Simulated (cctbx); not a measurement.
# Lattice, Laue class and space group of a new crystal

Cell: a = 9.3110 Å, b = 9.3110 Å, c = 6.3260 Å, α = 90.00°, β = 90.00°, γ = 120.00°. Expected content of the cell: Bi10 Dy6 Mn2.

The data are simulated with cctbx, not measured: Mo Kα, λ = 0.71073 Å, to d = 0.75 Å, 50 % of the full sphere, strongest reflection 5000 counts, noise from counting, a 1.5 % proportional error and a noise floor of 8 counts (s.d.); no absorption.

Tests on the unmerged data give:

```text
2357 reflections to d = 0.750 A
centring   violations  <I/sigma> of those
    A        647 of  1173      7.6
    B        607 of  1154      7.4
    C        694 of  1145      8.6
    I        646 of  1185      7.6
    R        893 of  1540      8.3
    F        974 of  1736      7.9
Laue class    unique    Rint  (classes that these axes allow; Friedel mates merged)
P -1             1767   0.045
P 1 1 2/m        1170   0.049
P -3              774   0.051
P -3 1 m          435   0.056
P -3 m 1          462   0.056
P 6/m             428   0.056
P 6/m m m         272   0.058
space group    extra absences  I>4sigma  <I/sigma>
P 6 2 2                 0          0         -  acentric
P 63 2 2                3          0      -0.9  acentric
P 6 m m                 0          0         -  acentric
P 63 c m              220          0      -0.0  acentric
P -6 m 2                0          0         -  acentric
P -6 c 2              220          0      -0.0  acentric
P -6 2 m                0          0         -  acentric
P 6/m m m               0          0         -  centric
P 63/m c m            220          0      -0.0  centric
Wilson B = 0.34 A^2   <|E^2-1|> = 0.774 (0.968 centric, 0.736 acentric)   E^2>4: 0.8 %
shell (A)         n   <I/sigma>
 8.06 - 1.50     44     25.5
 1.50 - 1.19     37     26.2
 1.19 - 1.04     31     26.1
 1.04 - 0.95     32     24.5
 0.95 - 0.88     36     19.7
 0.88 - 0.83     30     20.7
 0.83 - 0.78     31     18.0
 0.78 - 0.75     31     18.4
```

**Question.** What are the lattice type, the Laue class and the likely space group?

Every centring test has many violations, so the lattice is primitive.

Rint stays low (0.045 to 0.058) up to P 6/m m m, the highest class in these axes.

9 settings pass the absence test. The most absences obeyed, 220, belong to P 63 c m, P -6 c 2 and P 63/m c m, which absences can't tell apart.

⟨|E²−1|⟩ = 0.774 leans to a non-centrosymmetric structure. Here that hint misleads: the statistic assumes many like atoms on general positions, and few, heavy or special-position atoms break it. The Wilson B of 0.34 Å² means U ≈ 0.0043 Å².

The true group is P6_3/mcm (no. 193), Laue class 6/mmm, centrosymmetric. The tables only narrow the choice to the tied entries; cell content, site symmetry and trial solutions must settle it.

The model is made up (kin elements in a known structure type, no relaxation), so it says nothing on whether the phase exists.

[Logs are printed without paths, hosts, clocks, repeated set-up lines and the standing remarks that a program may print on its own settings, such as how far it seeks lower states.]
